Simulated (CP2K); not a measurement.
Two runs for the Cl L₂,₃ edge of boron trichloride. Run A: CP2K XAS_TDP, all-electron GAPW, PBEh(45%), aug-pc-2, TDA, ZORA, spin–orbit coupling. Run B differs in one setting.

First lines with a strength over 0.0003. A:

```tsv
atom	energy (eV)	states	strength, one atom
Cl1 (bonded to B), 3 alike	199.31	1	0.0015
	199.37	1	0.0012
	200.84	2	0.0004
	200.89	1	0.0005
	200.91	1	0.0079
```

B:

```tsv
atom	energy (eV)	states	strength, one atom
Cl1 (bonded to B), 3 alike	201.96	1	0.0015
	202.03	1	0.0012
	203.49	2	0.0005
	203.55	1	0.0004
	203.58	2	0.0142
```

Question: Which was it: the basis, GW2X switched on, the functional?

GW2X switched on. GW2X shifts the lines nearly together; each 2p level gets its own shift. The lowest line over the strength cut lies at 201.96 eV, against 199.31 eV (PBEh(45%), aug-pc-2).

[Banner, clock and machine lines of the logs are left out without a mark of their own.]

[Logs are printed without paths, hosts, clocks, repeated set-up lines and the standing remarks that a program may print on its own settings, such as how far it seeks lower states.]

[Hosts, paths, dates, database ids (printed as entryN), source tags and the programs' standing remarks are cut or masked in the printed files.]
